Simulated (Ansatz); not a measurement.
## CdSe (F-43m): thermal expansion from first principles

Aim: the lattice, expansion, heat capacity and bulk modulus of CdSe as it warms. The starting cell is a computed one from a database.

Main program and level: Ansatz 0.2.0; DFT RPBE, scalar-relativistic, plane waves, PAW.

## Step 1: The starting structure

Symmetry: F-43m, No. 216, cubic system. Conventional cell: a = 6.141 Å, b = 6.141 Å, c = 6.141 Å, α = 90.00°, β = 90.00°, γ = 90.00°. Nearest to Cd lie 4 Se at 2.66 Å. Nearest to Se lie 4 Cd at 2.66 Å. Farther neighbours and most contacts between anions are not listed.

## Step 2: Probe on a coarse mesh

A cheap single point shows whether the cell is a metal or an insulator and how far it is from rest; that sets the k-mesh and the occupations of what follows.

File input.yaml:

```yaml
crystal:
  lattice:
    - [0.0, 3.0702711986, 3.0702711986]
    - [3.0702711986, 0.0, 3.0702711986]
    - [3.0702711986, 3.0702711986, 0.0]
  atoms:
    - { symbol: Cd, position: [0.0, 0.0, 0.0] }
    - { symbol: Se, position: [0.75, 0.75, 0.75] }
kpoints:
  mp_grid: { grid: [6, 6, 6] }
hamiltonian:
  xc: rpbe
scf:
  occupations: { method: gaussian, width: 0.1 }
  lower_state_search: "off"
output:
  forces: true
  stress: true
  eigenvalues: true
```

The run is started by

```bash
ansatz run input.yaml --threads 8 --pin off --max-ram 16384MiB --backend cpu --events-out ev --progress --plain --runs-dir out
```

Numbers of over 12 decimals in the logs are rounded to 6 here.

Output:

```text
Engine: ansatz 0.2.0, aarch64-unknown-linux-gnu
Pseudopotentials: kind: paw
Pseudopotential: Cd, paw, valence charge 20, recommended cutoff 420 eV (normal), Cd.paw.azcp
Pseudopotential: Se, paw, valence charge 16, recommended cutoff 420 eV (normal), Se.paw.azcp
Functional definition: RPBE
  parameter kappa = 0.804
  parameter beta = 0.066725
  exchange = rpbe_x(kappa = kappa, mu = beta*pi^2/3)
  correlation = pbe_c(beta = beta)
Crystal: 2 atoms, lattice volume = 57.884 Å³
Basis set: ecut = 420 eV, 1139 PW (Γ), exchange–correlation on 60×60×60 points (8 copies of the dense FFT grid, shifted against one another)
Bands: 22, of which v1, the nominal top of the filled ones, is band 18 counted from 1 (17 counted from 0)
Symmetry: 24 space group operations
Space group: F-43m (ITA 216), of the structure as read, at distance tolerance 3.9e-5 Å
k-points: 16 of 216 (time reversal used)
Non-local potential: Cd, projectors of the file, l = 0: 3, l = 1: 2, l = 2: 2, l = 3: 1
Non-local potential: Se, projectors of the file, l = 0: 2, l = 1: 2, l = 2: 3, l = 3: 1
PAW form: soft (Blöchl's): semilocal exchange-correlation on the pseudo side does not see the compensation charge
PAW frozen core: Cd, regenerated for the run's functional, and the local potential with it (the file was generated under x = pbe(κ = 0.804, μ = 0.219515), c = pbe(β = 0.066725))
PAW frozen core: Se, regenerated for the run's functional, and the local potential with it (the file was generated under x = pbe(κ = 0.804, μ = 0.219515), c = pbe(β = 0.066725))
PAW one-centre angular grid: Cd, 590 points (default); XC on 64 Gauss nodes
PAW one-centre angular grid: Se, 590 points (default); XC on 64 Gauss nodes
Initial density: superposition of atomic densities (neutral atoms: chi_scale 0, normalization atom), corrected by the library's trained network
Initial wavefunctions: pseudopotential atomic-orbital guess
Functional: x = rpbe, c = pbe(β = 0.066725)
SCF iter   1: F=—  HF=-13739.114425 eV  |F-HF|=—  |Δ(HF+E_count)|=         —  Δρ=2.77e-3  dr2=3.37e-3  ethr=1.77e-3  ⟨swp⟩=5.5  Hψ=1494  notcnv=0
preconditioner: auto → none  [insulator: Δε(μ)=0.725 eV  Ē_g=12.167 eV  σ=0.100 eV  W_gap=1.00  n_scr=14 (ndim 8)  ℏωp=20.7 eV  f_vac=0.215  D(μ)=0.00/eV (n_scr^D=0)  ε∞_Penn≈3.9]
SCF iter   2: F=—  HF=-13739.114338 eV  |F-HF|=—  |Δ(HF+E_count)|=   8.67e-5  Δρ=9.83e-4  dr2=3.29e-4  ethr=9.36e-6  ⟨swp⟩=2.2  Hψ=735  notcnv=0
SCF iter   3: F=—  HF=-13739.114347 eV  |F-HF|=—  |Δ(HF+E_count)|=   8.64e-6  Δρ=4.56e-4  dr2=6.60e-5  ethr=9.14e-7  ⟨swp⟩=2.0  Hψ=480  notcnv=0
SCF iter   4: F=—  HF=-13739.114375 eV  |F-HF|=—  |Δ(HF+E_count)|=   2.77e-5  Δρ=1.84e-4  dr2=2.26e-5  ethr=1.83e-7  ⟨swp⟩=3.0  Hψ=576  notcnv=0
SCF iter   5: F=—  HF=-13739.114377 eV  |F-HF|=—  |Δ(HF+E_count)|=   1.91e-6  Δρ=4.10e-5  dr2=1.16e-6  ethr=6.27e-8  ⟨swp⟩=2.0  Hψ=496  notcnv=0
SCF iter   6: F=-13739.114377 eV  HF=-13739.114377 eV  |F-HF|=4.73e-8  |Δ(HF+E_count)|=   3.88e-7  Δρ=7.93e-6  dr2=3.03e-8  ethr=2.78e-10  ⟨swp⟩=3.0  Hψ=1390  notcnv=0
SCF 1 converged in 6 iterations: F = -13739.114377 eV  dr2 = 3.03e-8
  greatest PAW one-centre occupation: 1.000 electrons in one spin orbital (limit 2), on the Cd atom at site 0 (counted from 0), in its partial waves of l = 0
SCF converged after 6 iterations
Free energy (F): -13739.114377 eV
Harris-Foulkes:  -13739.114377 eV  (|F-HF|=4.73e-8)
Internal energy: -13739.114377 eV  (E = F + TS)
E sigma→0 (E₀):  -13739.114377 eV
Fermi energy:    7.567944 eV
--- Per-component energies (eV) ---
  E_band       = -896.824823
  E_kinetic    = 623.467982
  E_local      = -6441.495909  (includes V_loc(G=0)·N_el)
  E_nonlocal   = -564.996606
  E_hartree    = 3062.457613
  E_xc         = -281.476457
  E_vxc        = -319.659779  (∫ρ·V_xc dr)
  E_paw        = -6008.397266  (= ΣΔE_a)
  E_vpaw       = -319.048306  (= ΣTr[D̂ρ^β])
  E_aug_tail   = -0.000603  (compensation charges beyond the density's cutoff)
  E_ewald      = -4128.286353
  E_core_change = -0.386779  (= ΣΔE_core)
  E_smearing   = -0.000000  (= −TS)
  E_closure    = -0.000000  (closes the sum)
  Σ components = -13739.114377   (vs F -13739.114377, Δ=0.00e0)
--- Forces (eV/Å), atoms counted from 1 ---
  atom   1  Cd    -0.00000000     0.00000000     0.00000000
  atom   2  Se     0.00000000    -0.00000000    -0.00000000
  max |Σ_I F_I| component: 8.33e-17 eV/Å
--- Stress (GPa, compression-positive) ---
        3.199869       0.000000      -0.000000
        0.000000       3.199869       0.000000
        0.000000       0.000000       3.199869
  P = ⅓ Tr σ = 3.1999 GPa (31.999 kbar)
--- Band table (eV; the first three rows and the last of 16) ---
  k-point 0: bands = [... 14 lower, -0.3056, 7.1978, 7.1978, 7.1978, 7.9234, 13.2164, 13.2164, 13.2164]
  k-point 1: bands = [... 14 lower, -0.3062, 5.5869, 7.0024, 7.0024, 9.1770, 13.0037, 13.5266, 13.5266]
  k-point 2: bands = [... 14 lower, -0.2766, 3.8505, 6.6547, 6.6547, 9.6962, 13.7790, 13.7790, 13.8562]
  k-point 15: bands = [... 14 lower, 0.1214, 3.3664, 5.1971, 5.2240, 11.7505, 11.8222, 14.8261, 15.3759]
```

Run time: 0.51 s. Hardware: 8 threads of Arm Neoverse V1, shared host; peak memory 0.37 GiB.

Numbers from this step:

```yaml
pressure: 3.200 GPa
volume_per_atom: 28.94 Å³/atom
gap_on_the_k_mesh: 0.7256 eV
```

The start is under 3.2 GPa at this level and looks like an insulator or semiconductor on this mesh.

## Step 3: Relaxation

The vibrations must be taken about the equilibrium of this functional, not about the starting cell, so the structure is relaxed.

input.yaml, the sections that differ from step 2:

```yaml
kpoints:
  mp_grid: { grid: [8, 8, 8] }
scf:
  occupations: { method: gaussian, width: 0.02 }
  lower_state_search: "off"
output:
  forces: true
  stress: true
  eigenvalues: true
  write_density: true
  write_potential: true
  elf: true
  volumetric_format: npy
relax:
  adjacent_minimum: "off"
  f_tol: 0.005
  max_steps: 80
  cell: { stress_tol: 0.05 }
# crystal, hamiltonian: as in step 2
```

Output:

```text
[...]
Crystal: 2 atoms, lattice volume = 57.884 Å³
Basis set: ecut = 420 eV, 1139 PW (Γ), exchange–correlation on 60×60×60 points (8 copies of the dense FFT grid, shifted against one another)
Bands: 22, of which v1, the nominal top of the filled ones, is band 18 counted from 1 (17 counted from 0)
Symmetry: 24 space group operations
[...]
k-points: 29 of 512 (time reversal used)
[...]
SCF iter   1: F=—  HF=-13739.117650 eV  |F-HF|=—  |Δ(HF+E_count)|=         —  Δρ=2.72e-3  dr2=3.24e-3  ethr=1.77e-3  ⟨swp⟩=6.0  Hψ=2766  notcnv=0
[...]
SCF iter   6: F=-13739.117661 eV  HF=-13739.117661 eV  |F-HF|=4.85e-8  |Δ(HF+E_count)|=   3.26e-7  Δρ=7.13e-6  dr2=2.19e-8  ethr=2.78e-10  ⟨swp⟩=9.1  Hψ=4845  notcnv=0
SCF 1 converged in 6 iterations: F = -13739.117661 eV  dr2 = 2.19e-8
  Residual-converged pass: ⟨swp⟩=1.0  Hψ=754  notcnv=0  max |occ|·‖R‖ = 7.1e-9 eV (tolerance 1.0e-8 eV)  dr2=2.19e-8  dr2_onsite=2.88e-9  max |Δocc| = 4.8e-153
[...]
relax step   1: F+E_penalty+E_count = -13739.11766126 eV  Δ(F+E_penalty+E_count) = +0.000e0 eV  max|allowed force component| = 8.558e-17 eV/Å  Δτ_max = 0.0000 Å  P = +3.190 GPa  Ω = 57.884 Å³  (6 SCF iters, dr2 threshold 1.00e-7 eV, accepted)
Crystal: 2 atoms, lattice volume = 62.961 Å³
Basis set: ecut = 420 eV, 1243 PW (Γ), exchange–correlation on 60×60×60 points (8 copies of the dense FFT grid, shifted against one another)
[...]
iter 1 solved again at ethr=2.05e-5 eV; its pass at ethr=3.10e-3 eV (dr2=7.37e-3 eV) is discarded
[...]
SCF iter   6: F=-13739.153963 eV  HF=-13739.153963 eV  |F-HF|=2.44e-8  |Δ(HF+E_count)|=   1.99e-6  Δρ=3.99e-6  dr2=1.04e-8  ethr=5.56e-10  ⟨swp⟩=11.5  Hψ=5348  notcnv=0
SCF 2 converged in 6 iterations: F = -13739.153963 eV  dr2 = 1.04e-8
[...]
relax step   2: F+E_penalty+E_count = -13739.15396335 eV  Δ(F+E_penalty+E_count) = -3.630e-2 eV  max|allowed force component| = 4.221e-17 eV/Å  Δτ_max = 0.0000 Å  P = -0.543 GPa  Ω = 62.961 Å³  energy of the carried Pulay correction = -1.029e-3 eV  (6 SCF iters, dr2 threshold 2.00e-7 eV, accepted)
Crystal: 2 atoms, lattice volume = 62.168 Å³
[...]
SCF iter   4: F=-13739.155641 eV  HF=-13739.155641 eV  |F-HF|=1.42e-7  |Δ(HF+E_count)|=   1.63e-6  Δρ=1.55e-5  dr2=1.13e-7  ethr=5.56e-10  ⟨swp⟩=7.4  Hψ=4817  notcnv=0
SCF 3 converged in 4 iterations: F = -13739.155641 eV  dr2 = 1.13e-7
relax step   3: F+E_penalty+E_count = -13739.15564071 eV  Δ(F+E_penalty+E_count) = -1.677e-3 eV  max|allowed force component| = 1.619e-17 eV/Å  Δτ_max = 0.0000 Å  P = -0.068 GPa  Ω = 62.168 Å³  energy of the carried Pulay correction = -8.773e-4 eV  (4 SCF iters, dr2 threshold 2.00e-7 eV, accepted)
[...]
relax step   4: F+E_penalty+E_count = -13739.15568442 eV  Δ(F+E_penalty+E_count) = -4.371e-5 eV  max|allowed force component| = 2.891e-17 eV/Å  Δτ_max = 0.0000 Å  P = -0.003 GPa  Ω = 62.063 Å³  energy of the carried Pulay correction = -8.571e-4 eV  (5 SCF iters, dr2 threshold 1.16e-8 eV, accepted)
[...]
SCF iter   8: F=-13739.156438 eV  HF=-13739.156438 eV  |F-HF|=3.46e-11  |Δ(HF+E_count)|=   2.70e-9  Δρ=9.13e-8  dr2=1.06e-11  ethr=1.00e-12  ⟨swp⟩=6.1  Hψ=2636  notcnv=0
SCF 5 converged in 8 iterations: F = -13739.156438 eV  dr2 = 1.06e-11
relax step   5: F+E_penalty+E_count = -13739.15643847 eV  Δ(F+E_penalty+E_count) = -7.541e-4 eV  max|allowed force component| = 2.197e-17 eV/Å  Δτ_max = 0.0000 Å  P = -0.012 GPa  Ω = 62.063 Å³  stress off target by 1.22e-2 GPa  SCF on the basis re-selected at this cell (its energy is not comparable with the rows above)  (8 SCF iters)
basis re-selected at this cell: Δ(F+E_penalty+E_count) = -7.541e-4 eV, ΔP = -0.009 GPa vs the last step (what re-selecting the basis moved, of the pressure what is left beyond the Pulay correction that the steps carried, after the strain that the cell walked since its last selection, with what the two solves' SCF thresholds leave and, on support functions, any second-order correction that the steps lacked; it is no m [...]
SCF converged after 8 iterations
Free energy (F): -13739.156438 eV
[...]
Internal energy: -13739.156438 eV  (E = F + TS)
E sigma→0 (E₀):  -13739.156438 eV
Fermi energy:    6.556560 eV
[...]
--- Stress (GPa, compression-positive) ---
       -0.012204      -0.000000      -0.000000
       -0.000000      -0.012204       0.000000
       -0.000000       0.000000      -0.012204
  P = ⅓ Tr σ = -0.0122 GPa (-0.122 kbar)
--- Band table (eV; the first three rows and the last of 29) ---
  k-point 0: bands = [... 14 lower, -1.1203, 6.2659, 6.2659, 6.2659, 6.8464, 12.2687, 12.2687, 12.2687]
  k-point 1: bands = [... 14 lower, -1.1208, 5.1789, 6.1649, 6.1649, 7.7836, 12.0603, 12.4451, 12.4451]
  k-point 2: bands = [... 14 lower, -1.1182, 3.9010, 5.9394, 5.9394, 8.4950, 12.2160, 12.7349, 12.7349]
  k-point 28: bands = [... 14 lower, -0.7498, 2.7640, 4.4150, 4.4855, 10.9276, 11.6507, 12.6751, 14.0506]
--- Relaxed structure (4 steps of the walk, 4 accepted, 1 SCFs on fresh bases) ---
  F+E_penalty+E_count = -13739.15643847 eV   max|allowed force component| = 2.197e-17 eV/Å   (the final SCF, on the basis selected at the relaxed cell)
  cell:  # Å, volume = 62.0631 Å³
    - [0, 3.142445, 3.142445]
    - [3.142445, 0, 3.142445]
    - [3.142445, 3.142445, 0]
  atoms:
    - { symbol: Cd, position: [0, 0, 0] }
    - { symbol: Se, position: [0.75, 0.75, 0.75] }
```

Run time: 3.6 s. Hardware: 8 threads; peak memory 0.45 GiB.

Relaxation path:

```csv
step,energy less that of the first step (eV),largest force component (eV/Å),pressure (GPa),volume (Å³)
1,0.0000,0.0000,3.19,57.88
2,-0.0363,0.0000,-0.54,62.96
3,-0.0380,0.0000,-0.07,62.17
4,-0.0380,0.0000,0.00,62.06
5*,-0.0388,0.0000,-0.01,62.06
```

Relaxation steps marked * repeat the geometry before them on a plane-wave basis chosen anew for their cell, so energy and pressure can jump there.

The run keeps the 24 symmetry operations that it works with, so distortions that break them were not tested.

```csv
"conventional cell, symmetrised",before,after,change
a (Å),6.141,6.285,+2.4 %
b (Å),6.141,6.285,+2.4 %
c (Å),6.141,6.285,+2.4 %
volume (Å³/atom),28.94,31.03,+7.2 %
```

The relaxed structure:

```xyz
2
Lattice="0.0000 3.1424 3.1424 3.1424 0.0000 3.1424 3.1424 3.1424 0.0000" Properties=species:S:1:pos:R:3 pbc="T T T"
Cd    0.0000    0.0000    0.0000
Se    4.7137    4.7137    4.7137
```

This step gave:

```yaml
pressure: -0.01220 GPa
gap_on_the_k_mesh: 0.5805 eV
volume_per_atom: 31.03 Å³/atom
```

Valence density in the ac plane of a cell with a along [110], b along [-110] and c along [001] of the cube at fractional y = 0.000, with atoms of Cd and Se within 0.2 Å of it. It is the smooth field of the valence electrons, not physical close to the nuclei.

Ten steps, logarithmic in the rise over the least value, from '_' (0 e/Å³) to '@' (37 e/Å³), each cell a mean:
```
%%**--..__________..--**%%##++::____________::++##
++==::______________::==++++--..____________..--++
::..__________________..::....________________....
__________________________________________________
__________________________________________________
__________________________________________________
__________________________________________________
__________________________________________________
__________________________________________________
__________......__________________........________
________..::--::..______________..::----::..______
______..--**##**::..____________::==####==::______
______..--%%@@%%--..__________..::**@@@@++::..____
..__....--**%%**--....__....__..::==####==::..__..
--::....::------::....::----::....::----::....::--
##++::..............::++##**==................==**
%%##==..__________..==##%%%%++::____________::++%%
```
Columns run along a (8.9 Å), rows up along c (6.3 Å), edges of the conventional cell, whose origin can differ from the input's. Atoms in or near the plane, at fractional coordinates: Cd at (0.50, 0.00), Cd at (0.00, 0.00), Se at (0.75, 0.25), Se at (0.25, 0.25).

Electrostatic potential energy in the ac plane of a cell with a along [110], b along [-110] and c along [001] of the cube at fractional y = 0.000, with atoms of Cd and Se within 0.2 Å of it. With pseudopotentials it is smooth inside the atoms' cores, unlike the true potential.

Values in eV, 9 rows by 16 columns, each cell a mean:
```
-18  -8   7  10  11   8  -3 -17 -18  -8   7  10  11   8  -3 -17
  1   6  10  11  11  10   7   2   1   6  10  11  11  10   7   2
 10  11  11  11  11  11  11  10  10  11  11  11  11  11  11  10
 11  11  11  11  11  11  11  11  11  11  11  11  11  11  11  11
 11  11  11  10   9  10  11  11  11  11  11  10   9  10  11  11
 11  11   5  -6  -7   1  10  11  11  11   5  -6  -7   1  10  11
  9   9  -5  -4  -1  -9   7  10   9   9  -5  -4  -1  -9   7  10
 -4   3   1  -8  -8  -3   4  -3  -4   3   1  -8  -8  -3   4  -3
-19 -11   6   7   7   7  -5 -18 -19 -11   6   7   7   7  -5 -18
```
Columns run along a (8.9 Å; values clipped at the 3rd and 97th percentile), rows up along c (6.3 Å), edges of the conventional cell, whose origin can differ from the input's. Atoms in or near the plane, at fractional coordinates: Cd at (0.50, 0.00), Cd at (0.00, 0.00), Se at (0.75, 0.25), Se at (0.25, 0.25).

ELF in the ac plane of a cell with a along [110], b along [-110] and c along [001] of the cube at fractional y = 0.000, with atoms of Cd and Se within 0.2 Å of it. It is the smooth field of the valence electrons, not physical close to the nuclei.

Values, 9 rows by 16 columns, each cell a mean:
```
0.58 0.33 0.15 0.13 0.14 0.13 0.26 0.52 0.58 0.33 0.15 0.13 0.14 0.13 0.26 0.52
0.20 0.15 0.08 0.02 0.01 0.06 0.13 0.19 0.20 0.15 0.08 0.02 0.01 0.06 0.13 0.19
0.07 0.05 0.02 0.01 0.01 0.01 0.04 0.06 0.07 0.05 0.02 0.01 0.01 0.01 0.04 0.06
0.01 0.01 0.02 0.06 0.07 0.03 0.01 0.01 0.01 0.01 0.02 0.06 0.07 0.03 0.01 0.01
0.01 0.06 0.27 0.47 0.50 0.34 0.11 0.01 0.01 0.06 0.27 0.47 0.50 0.34 0.11 0.01
0.04 0.32 0.66 0.74 0.73 0.71 0.44 0.09 0.04 0.32 0.66 0.74 0.73 0.71 0.44 0.09
0.12 0.46 0.76 0.48 0.35 0.75 0.60 0.17 0.12 0.46 0.76 0.48 0.35 0.75 0.60 0.17
0.26 0.27 0.68 0.72 0.67 0.75 0.37 0.24 0.26 0.27 0.68 0.72 0.67 0.75 0.37 0.24
0.68 0.34 0.29 0.59 0.63 0.38 0.26 0.59 0.68 0.34 0.29 0.59 0.63 0.38 0.26 0.59
```
Columns run along a (8.9 Å), rows up along c (6.3 Å), edges of the conventional cell, whose origin can differ from the input's. Atoms in or near the plane, at fractional coordinates: Cd at (0.50, 0.00), Cd at (0.00, 0.00), Se at (0.75, 0.25), Se at (0.25, 0.25).

The relaxation ends with a pressure of -0.01 GPa.

## Step 4: A second relaxation

The relaxation is run once more from where the first one ended, as the script does after a large change of volume or of the gap, with mesh and occupations reviewed.

input.yaml, the sections that differ from step 3:

```yaml
crystal:
  lattice:
    - [0.0, 3.1424454584, 3.1424454584]
    - [3.1424454584, 0.0, 3.1424454584]
    - [3.1424454584, 3.1424454584, 0.0]
  atoms:
    - { symbol: Cd, position: [0.0, 0.0, 0.0] }
    - { symbol: Se, position: [0.75, 0.75, 0.75] }
kpoints:
  mp_grid: { grid: [10, 10, 10] }
output:
  forces: true
  stress: true
  eigenvalues: true
# hamiltonian, scf, relax: as in step 3
```

Output:

```text
[...]
Crystal: 2 atoms, lattice volume = 62.063 Å³
Basis set: ecut = 420 eV, 1243 PW (Γ), exchange–correlation on 60×60×60 points (8 copies of the dense FFT grid, shifted against one another)
Bands: 22, of which v1, the nominal top of the filled ones, is band 18 counted from 1 (17 counted from 0)
Symmetry: 24 space group operations
[...]
k-points: 47 of 1000 (time reversal used)
[...]
k-point 46: bands = [... 14 lower, -0.7570, 2.7527, 4.4459, 4.5082, 10.8201, 11.2509, 13.1597, 14.1691]
--- Relaxed structure (1 steps of the walk, 1 accepted, 1 SCFs on fresh bases) ---
[...]
cell:  # Å, volume = 62.0631 Å³
    - [0.0, 3.1424454584, 3.1424454584]
    - [3.1424454584, 0.0, 3.1424454584]
    - [3.1424454584, 3.1424454584, 0.0]
  atoms:
    - { symbol: Cd, position: [0.0, 0.0, 0.0] }
    - { symbol: Se, position: [0.750000, 0.750000, 0.750000] }
[key lines of the parts left out:]
SCF converged after 5 iterations
Free energy (F): -13739.156939 eV
Fermi energy:    6.556099 eV
P = ⅓ Tr σ = -0.0120 GPa (-0.120 kbar)
```

It took 2.2 s on 8 threads; peak memory 0.48 GiB.

Little changed from the start: no atom moved by 0.005 Å and no cell edge by 0.1 %.

This step gave:

```yaml
pressure: -0.01201 GPa
gap_on_the_k_mesh: 0.5808 eV
```

## Step 5: Tight relaxation

The relaxation is repeated with tighter thresholds on force and stress, since phonons are sensitive to what is left; a change of mesh or smearing in the input moves the cell too.

input.yaml, the sections that differ from step 4:

```yaml
kpoints:
  mp_grid: { grid: [12, 12, 12] }
scf:
  occupations: { method: fixed }
  lower_state_search: "off"
relax:
  adjacent_minimum: "off"
  f_tol: 0.001
  max_steps: 60
  cell: { stress_tol: 0.01 }
# crystal, hamiltonian, output: as in step 4
```

Output:

```text
[...]
Crystal: 2 atoms, lattice volume = 62.063 Å³
Basis set: ecut = 420 eV, 1243 PW (Γ), exchange–correlation on 60×60×60 points (8 copies of the dense FFT grid, shifted against one another)
Bands: 22, of which v1, the nominal top of the filled ones, is band 18 counted from 1 (17 counted from 0)
Symmetry: 24 space group operations
[...]
k-points: 72 of 1728 (time reversal used)
[...]
k-point 71: bands = [... 14 lower, -0.7448, 2.7669, 4.4180, 4.4884, 10.9338, 11.6550, 12.6805, 14.0549]
--- Relaxed structure (2 steps of the walk, 2 accepted, 1 SCFs on fresh bases) ---
[...]
cell:  # Å, volume = 62.0392 Å³
    - [0, 3.142042, 3.142042]
    - [3.142042, 0, 3.142042]
    - [3.142042, 3.142042, 0]
  atoms:
    - { symbol: Cd, position: [0, 0, 0] }
    - { symbol: Se, position: [0.750000, 0.750000, 0.750000] }
[key lines of the parts left out:]
SCF converged after 5 iterations
Free energy (F): -13739.157049 eV
Fermi energy:    6.270058 eV
P = ⅓ Tr σ = 0.0035 GPa (0.035 kbar)
```

Wall time 4.3 s (8 threads); peak memory 0.52 GiB; 30 s of CPU time.

Little changed from the start: no atom moved by 0.005 Å and no cell edge by 0.1 %.

Numbers from this step:

* pressure: 0.003475 GPa
* gap on the k-mesh: 0.5817 eV
* volume per atom: 31.02 Å³/atom

The residual pressure is 0.0035 GPa, small enough for phonons.

[end of part 1 of 2]

[Logs are printed without paths, hosts, clocks, repeated set-up lines and the standing remarks that a program may print on its own settings, such as how far it seeks lower states.]

[Hosts, paths, dates, database ids (printed as entryN), source tags and the programs' standing remarks are cut or masked in the printed files.]

[A step with changed settings may run another functional than the one named; its input shows which.]
